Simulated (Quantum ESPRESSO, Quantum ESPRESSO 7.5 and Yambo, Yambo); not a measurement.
# TiO2 (Anatase): one start, several treatments of the self-energy

Aim: compare treatments of exchange, screening and correlation for the gap of TiO2 (Anatase).

Calculated with Quantum ESPRESSO 7.5 and Yambo 5.3.0; PBE and many-body steps on it, plane waves.

**What was measured.**

- Gap 3.2 eV: optical gap from Kubelka-Munk analysis; UV-vis diffuse reflectance; powder (commercial anatase powder, bare and with 0.1 wt% metal loading, all similar) (“Insight into the Roles of Metal Loading on CO2 Photocatalytic Reduction Behaviors of TiO2”, 2022, pmc:8839550).

- Gap 3.28 eV: optical band gap from diffuse reflectance, bare TiO2; UV-Vis diffuse reflectance spectroscopy; powder (undecorated commercial pigmentary anatase powder (Kronos 1077), primary particles about 130 nm) (“Nano-MnO2 Decoration of TiO2 Microparticles to Promote Gaseous Ethanol Visible Photoremoval”, 2018, pmc:6164255).

- Gap 3.18 ± 0.03 eV: direct optical gap from Kubelka-Munk plot; UV-Vis diffuse reflectance; 300 K; powder (“Effect of Ethylene Glycol: Citric Acid Molar Ratio and pH on the Morphology, Vibrational, Optical and Electronic Properties of TiO2 and CuO Powders Synthesized by Pechini Method”, 2022, pmc:9369947).

- Gap 3.98 eV: direct quasiparticle gap around Gamma; experiment quoted from earlier work; bulk crystal (anatase, value from earlier experiment) (quoted in “Giant exciton Mott density in anatase TiO2”, 2020, arxiv:2007.10051).

- Gap 3.17 eV: gap from valence band edge and flat band potential; valence-band XPS and Mott-Schottky plots; film (“Enhancement of Titania Photoanode Performance by Sandwiching Copper between Two Titania Layers”, 2020, pmc:7579609).

This is a selection; 13 further reports are not listed.

Report form: the programs' logs are mostly left out.

### 1. Set-up

Symmetry: I4_1/amd, No. 141, tetragonal system. Conventional cell: a = 3.784 Å, b = 3.784 Å, c = 9.515 Å, α = 90.00°, β = 90.00°, γ = 90.00°. Ti has 6 O at 1.93 to 1.98 Å nearest. O has 3 Ti at 1.93 to 1.98 Å nearest. Farther neighbours and most contacts between anions are not listed.

The cell and positions come from the Crystallography Open Database and are kept as given unless a step says otherwise.

### 2. Empty states on the mesh, 4×4×4 mesh, 461 bands

This step: Quantum ESPRESSO 7.5; DFT, PBE, plane waves, norm-conserving pseudopotentials.

The sums over transitions need many empty states on a uniform mesh; this step solves for them.

pw.in

```
&control
  calculation = 'nscf'
  prefix = 'x'
  outdir = 'o'
  pseudo_dir = 'pseudo'
/
&system
  ibrav = 0
  nat = 6
  ntyp = 2
  ecutwfc = 76.0
  nbnd = 461
  force_symmorphic = .true.
/
&electrons
  conv_thr = 1e-9
  electron_maxstep = 80
  diago_full_acc = .true.
  diago_thr_init = 5e-6
/
ATOMIC_SPECIES
  Ti 47.867 Ti.upf
  O 15.999 O.upf
CELL_PARAMETERS angstrom
  -1.8921000000 1.8921000000 4.7573000000
  1.8921000000 -1.8921000000 4.7573000000
  1.8921000000 1.8921000000 -4.7573000000
ATOMIC_POSITIONS crystal
  Ti 0.0000000000 0.0000000000 0.0000000000
  Ti 0.7500000000 0.2500000000 0.5000000000
  O 0.2081000000 0.2081000000 0.0000000000
  O 0.9581000000 0.4581000000 0.5000000000
  O 0.5419000000 0.0419000000 0.5000000000
  O 0.7919000000 0.7919000000 0.0000000000
K_POINTS automatic
  4 4 4 0 0 0
```

Started as:

```
> OMP_NUM_THREADS=1 mpirun -n 8 pw.x -nk 4 -in pw.in > pw.out
```

It took 97 s on 8 MPI ranks of Arm Neoverse V2, shared host; peak memory 1.4 GiB.

This step gave:

| Item | Value |
| --- | --- |
| gap | 2.189 eV |
| k of the valence top | 0, 0, -0.5 |
| k of the conduction bottom | 0, 0, 0 |
| least direct gap | 2.492 eV |
| k points computed | 13 |
| lowest point of the top converged band, above the valence top | 188.0028 eV |

On this mesh the gap is 2.189 eV.

The density comes from a self-consistent run that is not shown.

### 3. Conversion and set-up

This step: Yambo 5.3.0; conversion and set-up on PBE, plane waves, norm-conserving pseudopotentials.

The states are converted to the many-body program's format and the q mesh is built.

Started as:

```
> (cd o/x.save; p2y > p2y.log; mv SAVE ../..); yambo > setup.log
```

Run time: 2.5 s. Hardware: 1 MPI rank; peak memory 0.24 GiB.

### 4. G0W0, Godby-Needs plasmon pole

G0W0 replaces the xc potential by the self-energy, built once from these orbitals. Only a window of levels is corrected, while the sums run over the empty bands that the input names.

This step: G0W0 on PBE, plane waves, norm-conserving pseudopotentials.

gw2.in

```
HF_and_locXC
gw0
dyson
ppa
em1d
rim_cut
RandQpts= 1000000
RandGvec= 1 RL
EXXRLvcs= 76 Ry
VXCRLvcs= 304 Ry
Chimod= "HARTREE"
% BndsRnXp
 1 | 202 |
%
NGsBlkXp= 13 Ry
% LongDrXp
 1 | 1 | 1 |
%
% GbndRnge
 1 | 202 |
%
DysSolver= "n"
ExtendOut
PPAPntXp= 27.21138 eV
% QPkrange
 3 | 3 | 23 | 26 |
 1 | 1 | 23 | 26 |
 9 | 9 | 23 | 26 |
%
```

Started as:

```
> OMP_NUM_THREADS=1 mpirun -n 8 yambo -F gw2.in -J gw2 -C gw2 > gw2.log
```

Wall time 8.8 min (8 MPI ranks); peak memory 8.1 GiB.

Numbers from this step:

```yaml
g0w0_gap_on_the_points_computed: 3.665 eV
starting_gap_on_the_mesh: 2.189 eV
k_of_the_valence_top: 0, 0, -0.5
k_of_the_conduction_bottom: 0, 0, 0
least_direct_g0w0_gap_on_the_computed_points: 3.999 eV
z_at_the_valence_top: 0.7576
z_at_the_conduction_bottom: 0.7790
```

The gap on the mesh goes from 2.19 eV to 3.66 eV, a correction of +1.48 eV.

### 5. One-shot COHSEX

This step: one-shot COHSEX on PBE, plane waves, norm-conserving pseudopotentials.

gw4.in

```
HF_and_locXC
gw0
dyson
cohsex
em1s
rim_cut
RandQpts= 1000000
RandGvec= 1 RL
EXXRLvcs= 76 Ry
VXCRLvcs= 304 Ry
Chimod= "HARTREE"
% BndsRnXs
 1 | 202 |
%
NGsBlkXs= 13 Ry
% LongDrXs
 1 | 1 | 1 |
%
% GbndRnge
 1 | 202 |
%
DysSolver= "n"
ExtendOut
% QPkrange
 3 | 3 | 23 | 26 |
 1 | 1 | 23 | 26 |
 9 | 9 | 23 | 26 |
%
```

Started as:

```
> OMP_NUM_THREADS=1 mpirun -n 8 yambo -F gw4.in -J gw4 -C gw4 > gw4.log
```

Run time: 5.8 min. Hardware: 8 MPI ranks; peak memory 8 GiB.

Numbers from this step:

| Item | Value |
| --- | --- |
| quasiparticle gap on the points computed | 4.189 eV |
| starting gap on the mesh | 2.189 eV |
| k of the valence top | 0, 0, -0.5 |
| k of the conduction bottom | 0, 0, 0 |
| least direct quasiparticle gap on the computed points | 4.548 eV |
| Z at the valence top | 1 |
| Z at the conduction bottom | 1 |

Against G0W0 in Yambo (4×4×4 mesh, 202 bands, screening to 176.9 eV, Godby-Needs plasmon pole), the gap moves by +0.524 eV.

### 6. One-shot Hartree-Fock

This step: one-shot Hartree-Fock on PBE, plane waves, norm-conserving pseudopotentials.

gw5.in

```
HF_and_locXC
rim_cut
RandQpts= 1000000
RandGvec= 1 RL
EXXRLvcs= 76 Ry
VXCRLvcs= 304 Ry
% QPkrange
 3 | 3 | 23 | 26 |
 1 | 1 | 23 | 26 |
 9 | 9 | 23 | 26 |
%
```

Started as:

```
> OMP_NUM_THREADS=1 mpirun -n 8 yambo -F gw5.in -J gw5 -C gw5 > gw5.log
```

It took 18 s on 8 MPI ranks; peak memory 8 GiB; 2.3 min of CPU time.

This step gave:

* quasiparticle gap on the mesh: 14.43 eV
* starting gap on the mesh: 2.189 eV
* k of the valence top: 0, 0, -0.5
* k of the conduction bottom: 0, 0, 0
* least direct quasiparticle gap on the computed points: 14.79 eV

Against G0W0 in Yambo (4×4×4 mesh, 202 bands, screening to 176.9 eV, Godby-Needs plasmon pole), the gap moves by +10.765 eV.

### 7. Side by side

Times are wall times on 8 MPI ranks of Arm Neoverse V2, shared host, good to a factor of about two.

| run | mesh | bands | screening cutoff (eV) | DFT gap (eV) | gap on the mesh (eV) | direct (eV) | time |
| --- | --- | --- | --- | --- | --- | --- | --- |
| G0W0, Godby-Needs plasmon pole | 4×4×4 | 202 | 176.9 | 2.189 | 3.665 | 3.999 | 8.8 min |
| one-shot COHSEX | 4×4×4 | 202 | 176.9 | 2.189 | 4.189 | 4.548 | 5.8 min |
| one-shot Hartree-Fock | 4×4×4 | - | - | 2.189 | 14.430 | 14.787 | 18 s |

### 8. Results

```yaml
g0w0_godby_needs_plasmon_pole: 3.665 eV
one_shot_cohsex: 4.189 eV
one_shot_hartree_fock: 14.430 eV
known_limits: not at the basis limit
```

One-shot COHSEX: +0.524 eV against G0W0, Godby-Needs plasmon pole. One-shot Hartree-Fock: +10.765 eV against G0W0, Godby-Needs plasmon pole. Bare exchange alone opens the gap to 14.43 eV; against G0W0, correlation takes back 10.76 eV. Static COHSEX lies above G0W0: it lacks the factor Z and overstates the Coulomb hole of the filled states. Against experiment, by G0W0, Godby-Needs plasmon pole: the gap of 3.66 eV lies +0.46 eV from the measured 3.2 eV (optical, 2022); the gap of 3.66 eV lies +0.38 eV from the measured 3.28 eV (optical, 2018); the direct gap of 4.00 eV lies +0.82 eV from the measured 3.18 ± 0.03 eV (direct, 300 K, 2022); the direct gap of 4.00 eV lies +0.02 eV from the measured 3.98 eV (electronic, quoted 2020); the gap of 3.66 eV lies +0.49 eV from the measured 3.17 eV (kind not stated, 2020). An exciton line or allowed optical edge lies below the quasiparticle gap by the binding energy; a forbidden edge can push the onset above it. These are gaps on the mesh, at modest bands and cutoff. The calculation has static nuclei and no excitons; a measured gap holds zero-point and thermal motion, which mostly lowers it. Bands and cutoff are finite, so the gap is not at the basis limit. The miss can reach some tenths of an eV and take either sign; the mesh is an error of its own.

[Paths, hosts, dates, memory and timing lines, banners, echoed tables and standing remarks are left out of the program output.]

[Logs are printed without paths, hosts, clocks, repeated set-up lines and the standing remarks that a program may print on its own settings, such as how far it seeks lower states.]

[Runs of the session that timed out or met a known fault of the program may be left out.]

[Hosts, paths, dates, database ids (printed as entryN), source tags and the programs' standing remarks are cut or masked in the printed files.]
